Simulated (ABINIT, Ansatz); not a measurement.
# YHSe (P-6m2): bands and cutoff in G0W0 with ABINIT

What does each rung of G0W0 on YHSe (P-6m2) cost, and what does it buy?

Calculated with ABINIT 10.8.3; LDA and many-body steps on it, plane waves.

### Step 1. Starting point

Symmetry: P-6m2, No. 187, hexagonal system. Conventional cell: a = 3.841 Å, b = 3.841 Å, c = 3.916 Å, α = 90.00°, β = 90.00°, γ = 120.00°. Nearest to Y lie 3 H at 2.22 Å and 6 Se at 2.96 Å. Nearest to H lie 3 Y at 2.22 Å. Se has 6 H at 2.96 Å and 6 Y at 2.96 Å nearest. Farther neighbours and most contacts between anions are not listed.

Structure file:

```cif
data_structure
_symmetry_space_group_name_H-M 'P-6m2'
_symmetry_Int_Tables_number 187
_cell_length_a 3.8409
_cell_length_b 3.8409
_cell_length_c 3.9155
_cell_angle_alpha 90.000
_cell_angle_beta 90.000
_cell_angle_gamma 120.000
_cell_volume 50.03
loop_
_atom_site_label
_atom_site_type_symbol
_atom_site_symmetry_multiplicity
_atom_site_Wyckoff_symbol
_atom_site_fract_x
_atom_site_fract_y
_atom_site_fract_z
_atom_site_occupancy
Y1 Y 1 a 0.00000 0.00000 0.00000 1
H1 H 1 c 0.33333 0.66667 0.00000 1
Se1 Se 1 f 0.66667 0.33333 0.50000 1
```

The cell and positions are those that the Materials Project relaxed with its own functionals (PBE, PBE+U or r2SCAN), kept fixed.

### Step 2. Empty states on the mesh, 3×3×4 mesh, 103 bands

This step: ABINIT 10.8.3; DFT, LDA, plane waves, norm-conserving pseudopotentials.

The sums over transitions need many empty states on a uniform mesh; this step solves for them.

File run.abi:

```
acell 3*1.0 Angstrom
rprim 
  3.840931335803 -0.000000000001 0.000000000000
  -1.920465667901 3.326344110998 0.000000000000
  0.000000000000 0.000000000000 3.915549560000
ntypat 3
znucl 39 1 34
natom 3
typat 1 2 3
xred 
  0.000000000000 0.000000000000 0.000000000000
  0.333333333333 0.666666666667 0.000000000000
  0.666666666667 0.333333333333 0.500000000000
pp_dirpath "pseudos"
pseudos "Y.upf, H.upf, Se.upf"
ecut 39
ngkpt 3 3 4
nshiftk 1
shiftk 0 0 0
kptopt 1
chksymbreak 0
iscf -2
irdden 1
istwfk *1
nband 103
nbdbuf 8
tolwfr 1e-09
nstep 60
prtvol 0
indata_prefix "in"
outdata_prefix "out"
tmpdata_prefix "tmp"
```

Launch:

```
$ OMP_NUM_THREADS=1 mpirun -n 4 abinit run.abi > log
```

Numbers of over 12 decimals in the logs are rounded to 6 here.

Log:

```text
.Version 10.8.3 of ABINIT. v10.8.2 released Aug 2026.

 Symmetries : space group P-6 m 2 (#187); Bravais hP (primitive hexag.)
[... echo of the input left out ...]
== DATASET  1 ==================================================================
-   mpi_nproc: 4, omp_nthreads: 1 (-1 if OMP is not activated)

--- !DatasetInfo
iteration_state: {dtset: 1, }
dimensions: {natom: 3, nkpt: 9, mband: 103, nsppol: 1, nspinor: 1, nspden: 1, mpw: 3939, }
cutoff_energies: {ecut:  39.0, pawecutdg:  -1.0, }
[...]
2.51356    2.54078    2.56138    2.56138    2.56932    2.56932    2.62707    2.71969
   2.77641    2.78610    2.82630    2.82630    2.87240    2.87240    2.89596    2.97653
   2.97807    2.97807    3.02377    3.03237    3.03252    3.03910    3.03968
 prteigrs : prtvol=0 or 1, do not print more k-points.

== END DATASET(S) ==============================================================
================================================================================

 -outvars: echo values of variables after computation  --------
            nband         103
             nkpt           9
          spgroup         187
 [... the other variables as echoed above ...]

 Calculation completed.
```

It took 50 s on 4 MPI ranks of Arm Neoverse V1, shared host; peak memory 0.32 GiB.

This step gave:

| Item | Value |
| --- | --- |
| gap | 1.365 eV |
| k of the valence top | 0, 0, 0.5 |
| k of the conduction bottom | 0, 0, 0 |
| least direct gap | 1.739 eV |
| k points computed | 9 |
| lowest point of the top converged band, above the valence top | 67.2625 eV |

On this mesh the gap is 1.365 eV.

The density comes from a self-consistent run that is not shown.

### Step 3. Screening, 3×3×4 mesh, 24 bands, screening to 62.6 eV

The RPA dielectric matrix is built and inverted for each q.

This step: RPA screening on LDA, plane waves, norm-conserving pseudopotentials.

Changes to run.abi since step 2:

```diff
@@ -21,10 +21,11 @@
 chksymbreak 0
-iscf -2
-irdden 1
 istwfk *1
-nband 103
-nbdbuf 8
-tolwfr 1e-09
-nstep 60
-prtvol 0
+occopt 1
+irdwfk 1
+optdriver 3
+nband 24
+ecuteps 2.3
+inclvkb 2
+awtr 1
+symchi 1
 indata_prefix "in"
```

Log:

```text
.Version 10.8.3 of ABINIT. v10.8.2 released Aug 2026.

 Symmetries : space group P-6 m 2 (#187); Bravais hP (primitive hexag.)
[... echo of the input left out ...]
== DATASET  1 ==================================================================
-   mpi_nproc: 4, omp_nthreads: 1 (-1 if OMP is not activated)

--- !DatasetInfo
iteration_state: {dtset: 1, }
dimensions: {natom: 3, nkpt: 9, mband: 24, nsppol: 1, nspinor: 1, nspden: 1, mpw: 3939, }
cutoff_energies: {ecut:  39.0, pawecutdg:  -1.0, }
electrons: {nelect:   2.80000000E+01, charge:   0.00000000E+00, occopt:   1.00000000E+00, tsmear:   1.00000000E-02, }

 SCREENING: Calculation of the susceptibility and dielectric matrices

 Based on a program developped by R.W. Godby, V. Olevano, G. Onida, and L. Reining.
 Incorporated in ABINIT by V. Olevano, G.-M. Rignanese, and M. Torrent.
.Using double precision arithmetic ; gwpc =  8

[... cell and pseudopotentials left out ...]
--------------------------------------------------------------------------------

 ==== K-mesh for the wavefunctions ====
 Number of points in the irreducible wedge :     9
[... list of points left out ...]
 Together with 12 symmetry operations and time-reversal symmetry
 yields    36 points in the full Brillouin Zone.

 ==== Q-mesh for the screening function ====
 Number of points in the irreducible wedge :     9
[... list of points left out ...]
 Together with 12 symmetry operations and time-reversal symmetry
 yields    36 points in the full Brillouin Zone.

 setmesh: FFT mesh size selected  =    24x   24x   25
          total number of points  =        14400

 vcoul_init : cutoff-mode = AUXILIARY_FUNCTION
 q-points for optical limit:   1
     1)      0.000010    0.000020    0.000030

- screening: taking advantage of time-reversal symmetry
- Maximum band index for partially occupied states nbvw = 14
- Remaining bands to be divided among processors   nbcw = 10
- Number of bands treated by each node ~2

 Number of electrons calculated from density =   28.0000; Expected =   28.0000
 average of density, n =  0.082940
 r_s =    1.4225
 omega_plasma =   27.7804 [eV]

 calculating chi0 at frequencies [eV] :
  1    0.000000E+00    0.000000E+00
  2    0.000000E+00    2.778037E+01

--------------------------------------------------------------------------------
  q-point number  1        q = ( 0.000000, 0.000000, 0.000000) [r.l.u.]
--------------------------------------------------------------------------------
[... chi0 elements left out ...]
 For q-point:  0.000010 0.000020 0.000030
  dielectric constant =  11.3840
  dielectric constant without local fields =  12.5344

  Average fulfillment of the sum rule on Im[epsilon] for q-point    1 :     18.35  [%]
[... wings left out ...]
  q-point number  2        q = ( 0.333333, 0.000000, 0.000000) [r.l.u.]
--------------------------------------------------------------------------------
[... chi0 elements left out ...]
  Average fulfillment of the sum rule on Im[epsilon] for q-point    2 :     37.18  [%]

 [... 7 further q-points ...]
```

The job ended after 5 s (4 MPI ranks; peak memory 0.46 GiB; 20 s of CPU time).

Numbers from this step:

- ε∞ with local fields, on this mesh, along the program's q direction: 11.38
- the same without local fields: 12.53
- plasma frequency: 27.78 eV
- plane waves in the screening matrix: 59

Local fields lower ε∞ by 9 %. On a Γ-centred mesh this coarse the value itself is usually too large, while a short band sum pulls it down.

### Step 4. 24 bands, 62.6 eV

The self-energy is evaluated for the states that the input lists, and the levels follow from it, in one-shot runs by the linearised quasiparticle equation.

This step: G0W0 on LDA, plane waves, norm-conserving pseudopotentials.

Changes to run.abi since step 3:

```diff
@@ -24,8 +24,17 @@
 irdwfk 1
-optdriver 3
+optdriver 4
 nband 24
+gwcalctyp 0
+ecutsigx 39
+symsigma 1
+nkptgw 2
+kptgw 
+  0.0000000000 0.0000000000 0.5000000000
+  0.0000000000 0.0000000000 0.0000000000
+bdgw 
+  12 16
+  13 17
 ecuteps 2.3
-inclvkb 2
-awtr 1
-symchi 1
+irdscr 1
+ppmodel 1
 indata_prefix "in"
```

Log:

```text
.Version 10.8.3 of ABINIT. v10.8.2 released Aug 2026.

 Symmetries : space group P-6 m 2 (#187); Bravais hP (primitive hexag.)
[... echo of the input left out ...]
== DATASET  1 ==================================================================
-   mpi_nproc: 4, omp_nthreads: 1 (-1 if OMP is not activated)

--- !DatasetInfo
iteration_state: {dtset: 1, }
dimensions: {natom: 3, nkpt: 9, mband: 24, nsppol: 1, nspinor: 1, nspden: 1, mpw: 3939, }
cutoff_energies: {ecut:  39.0, pawecutdg:  -1.0, }
electrons: {nelect:   2.80000000E+01, charge:   0.00000000E+00, occopt:   1.00000000E+00, tsmear:   1.00000000E-02, }

 SIGMA: Calculation of the GW corrections

 Based on a program developped by R.W. Godby, V. Olevano, G. Onida, and L. Reining.
 Incorporated in ABINIT by V. Olevano, G.-M. Rignanese, and M. Torrent.
.Using double precision arithmetic ; gwpc =  8

[... cell and pseudopotentials left out ...]
--------------------------------------------------------------------------------

 ==== K-mesh for the wavefunctions ====
 Number of points in the irreducible wedge :     9
[... list of points left out ...]
 Together with 12 symmetry operations and time-reversal symmetry
 yields    36 points in the full Brillouin Zone.

 ==== Q-mesh for screening function ====
 Number of points in the irreducible wedge :     9
[... list of points left out ...]
 Together with 12 symmetry operations and time-reversal symmetry
 yields    36 points in the full Brillouin Zone.

 vcoul_init : cutoff-mode = AUXILIARY_FUNCTION
 q-points for optical limit:   1
     1)      0.000010    0.000020    0.000030
 setmesh: FFT mesh size selected  =    36x   36x   45
          total number of points  =        58320

 Number of electrons calculated from density =   28.0000; Expected =   28.0000
 average of density, n =  0.082940
 r_s =    1.4225
 omega_plasma =   27.7804 [eV]

 === KS Band Gaps ===
  >>>> For spin  1
   Minimum direct gap =   1.7387 [eV], located at k-point      :   0.0000  0.0000  0.5000
   Fundamental gap    =   1.3651 [eV], Top of valence bands at :   0.0000  0.0000  0.5000
                                       Bottom of conduction at :   0.0000  0.0000  0.0000
 SIGMA fundamental parameters:
 PLASMON POLE MODEL  1
 number of plane-waves for SigmaX                 3927
 number of plane-waves for SigmaC and W             59
 number of plane-waves for wavefunctions          3927
 number of bands                                    24
 number of independent spin polarizations            1
 number of spinorial components                      1
 number of k-points in IBZ                           9
 number of q-points in IBZ                           9
 number of symmetry operations                      12
 number of k-points in BZ                           36
 number of q-points in BZ                           36
 number of frequencies for dSigma/dE                 9
 frequency step for dSigma/dE [eV]                0.25
 number of omega for Sigma on real axis              0
 max omega for Sigma on real axis  [eV]           0.00
 zcut for avoiding poles [eV]                     0.10

 EPSILON^-1 parameters (SCR file):
 dimension of the eps^-1 matrix on file             59
 dimension of the eps^-1 matrix used                59
 number of plane-waves for wavefunctions          3927
 number of bands                                    24
 number of q-points in IBZ                           9
 number of frequencies                               2
 number of real frequencies                          1
 number of imag frequencies                          1

 matrix elements of self-energy operator (all in [eV])

 Perturbative Calculation

--- !SelfEnergy_ee
iteration_state: {dtset: 1, }
kpoint     : [   0.000,    0.000,    0.500, ]
spin       : 1
KS_gap     :    1.739
QP_gap     :    3.440
Delta_QP_KS:    1.701
data: !SigmaeeData |
     Band     E0 <VxcDFT>   SigX SigC(E0)      Z dSigC/dE  Sig(E)    E-E0       E
       12   5.620 -13.935 -16.856   3.012   0.808  -0.238 -13.862   0.073   5.693
       13   5.620 -13.935 -16.856   3.012   0.808  -0.238 -13.862   0.073   5.693
       14   6.764 -13.307 -15.813   2.789   0.810  -0.234 -13.078   0.229   6.993
       15   8.503 -12.347  -7.138  -2.859   0.822  -0.217 -10.417   1.930  10.433
       16   8.503 -12.347  -7.138  -2.859   0.822  -0.217 -10.417   1.930  10.433

--- !SelfEnergy_ee
iteration_state: {dtset: 1, }
kpoint     : [   0.000,    0.000,    0.000, ]
spin       : 1
KS_gap     :    2.927
QP_gap     :    4.360
Delta_QP_KS:    1.432
data: !SigmaeeData |
     Band     E0 <VxcDFT>   SigX SigC(E0)      Z dSigC/dE  Sig(E)    E-E0       E
       13   5.202 -13.422 -16.191   2.949   0.805  -0.243 -13.278   0.144   5.346
       14   5.202 -13.422 -16.191   2.949   0.805  -0.243 -13.278   0.144   5.346
       15   8.129 -11.520  -6.731  -2.879   0.825  -0.211  -9.943   1.577   9.706
       16  10.502 -13.530  -8.376  -2.973   0.810  -0.235 -11.764   1.766  12.269
       17  10.502 -13.530  -8.376  -2.973   0.810  -0.235 -11.764   1.766  12.269

== END DATASET(S) ==============================================================
================================================================================

 -outvars: echo values of variables after computation  --------
           etotal      0.0000000000E+00
            nband          24
             nkpt           9
          spgroup         187
 [... the other variables as echoed above ...]

 Calculation completed.
```

Wall time 3.7 s (4 MPI ranks); peak memory 0.47 GiB.

Numbers from this step:

```yaml
g0w0_gap_on_the_points_computed: 2.713 eV
starting_gap_on_the_mesh: 1.365 eV
k_of_the_valence_top: 0, 0, 0.5
k_of_the_conduction_bottom: 0, 0, 0
z_at_the_valence_top: 0.81
z_at_the_conduction_bottom: 0.825
least_direct_g0w0_gap_on_the_computed_points: 3.440 eV
```

The gap on the mesh goes from 1.36 eV to 2.71 eV, a correction of +1.35 eV.

### Step 5. Screening, 3×3×4 mesh, 47 bands, screening to 114.3 eV

This step: RPA screening on LDA, plane waves, norm-conserving pseudopotentials.

Changes to run.abi since step 4:

```diff
@@ -24,17 +24,8 @@
 irdwfk 1
-optdriver 4
-nband 24
-gwcalctyp 0
-ecutsigx 39
-symsigma 1
-nkptgw 2
-kptgw 
-  0.0000000000 0.0000000000 0.5000000000
-  0.0000000000 0.0000000000 0.0000000000
-bdgw 
-  12 16
-  13 17
-ecuteps 2.3
-irdscr 1
-ppmodel 1
+optdriver 3
+nband 47
+ecuteps 4.2
+inclvkb 2
+awtr 1
+symchi 1
 indata_prefix "in"
```

Log:

```text
.Version 10.8.3 of ABINIT. v10.8.2 released Aug 2026.

 Symmetries : space group P-6 m 2 (#187); Bravais hP (primitive hexag.)
[... echo of the input left out ...]
== DATASET  1 ==================================================================
-   mpi_nproc: 4, omp_nthreads: 1 (-1 if OMP is not activated)

--- !DatasetInfo
iteration_state: {dtset: 1, }
dimensions: {natom: 3, nkpt: 9, mband: 47, nsppol: 1, nspinor: 1, nspden: 1, mpw: 3939, }
cutoff_energies: {ecut:  39.0, pawecutdg:  -1.0, }
electrons: {nelect:   2.80000000E+01, charge:   0.00000000E+00, occopt:   1.00000000E+00, tsmear:   1.00000000E-02, }

 SCREENING: Calculation of the susceptibility and dielectric matrices

 Based on a program developped by R.W. Godby, V. Olevano, G. Onida, and L. Reining.
 Incorporated in ABINIT by V. Olevano, G.-M. Rignanese, and M. Torrent.
.Using double precision arithmetic ; gwpc =  8

[... cell and pseudopotentials left out ...]
--------------------------------------------------------------------------------

 ==== K-mesh for the wavefunctions ====
 Number of points in the irreducible wedge :     9
[... list of points left out ...]
 Together with 12 symmetry operations and time-reversal symmetry
 yields    36 points in the full Brillouin Zone.

 ==== Q-mesh for the screening function ====
 Number of points in the irreducible wedge :     9
[... list of points left out ...]
 Together with 12 symmetry operations and time-reversal symmetry
 yields    36 points in the full Brillouin Zone.

 setmesh: FFT mesh size selected  =    24x   24x   27
          total number of points  =        15552

 vcoul_init : cutoff-mode = AUXILIARY_FUNCTION
 q-points for optical limit:   1
     1)      0.000010    0.000020    0.000030

- screening: taking advantage of time-reversal symmetry
- Maximum band index for partially occupied states nbvw = 14
- Remaining bands to be divided among processors   nbcw = 33
- Number of bands treated by each node ~8

 Number of electrons calculated from density =   28.0000; Expected =   28.0000
 average of density, n =  0.082940
 r_s =    1.4225
 omega_plasma =   27.7804 [eV]

 calculating chi0 at frequencies [eV] :
  1    0.000000E+00    0.000000E+00
  2    0.000000E+00    2.778037E+01

--------------------------------------------------------------------------------
  q-point number  1        q = ( 0.000000, 0.000000, 0.000000) [r.l.u.]
--------------------------------------------------------------------------------
[... chi0 elements left out ...]
 For q-point:  0.000010 0.000020 0.000030
  dielectric constant =  11.4394
  dielectric constant without local fields =  12.6372

  Average fulfillment of the sum rule on Im[epsilon] for q-point    1 :     43.40  [%]
[... wings left out ...]
  q-point number  2        q = ( 0.333333, 0.000000, 0.000000) [r.l.u.]
--------------------------------------------------------------------------------
[... chi0 elements left out ...]
  Average fulfillment of the sum rule on Im[epsilon] for q-point    2 :     54.78  [%]

 [... 7 further q-points ...]
```

Run time: 11 s. Hardware: 4 MPI ranks; peak memory 0.54 GiB; 42 s of CPU time.

This step gave:

```
ε∞ with local fields, on this mesh, along the program's q direction : 11.44
the same without local fields                                       : 12.64
plasma frequency                                                    : 27.78 eV
plane waves in the screening matrix                                 : 145
```

(Part 1 of 2 ends here.)

[Paths, hosts, dates, memory and timing lines, banners, echoed tables and standing remarks are left out of the program output.]

[Logs are printed without paths, hosts, clocks, repeated set-up lines and the standing remarks that a program may print on its own settings, such as how far it seeks lower states.]

[Runs of the session that timed out or met a known fault of the program may be left out.]

[No measured gap is set beside runs whose start may be inverted or whose files or cutoffs have a known fault.]

[Hosts, paths, dates, database ids (printed as entryN), source tags and the programs' standing remarks are cut or masked in the printed files.]

[G0W0 gaps are taken among the corrected bands and points alone; a level outside them can change the order at an edge.]

[Where Ansatz stands beside ABINIT at settings called matched, ABINIT's density can come from a denser mesh and the files from another edition; pairs whose starting gaps differed by over 0.03 eV were left out, so agreement reads better than it is.]
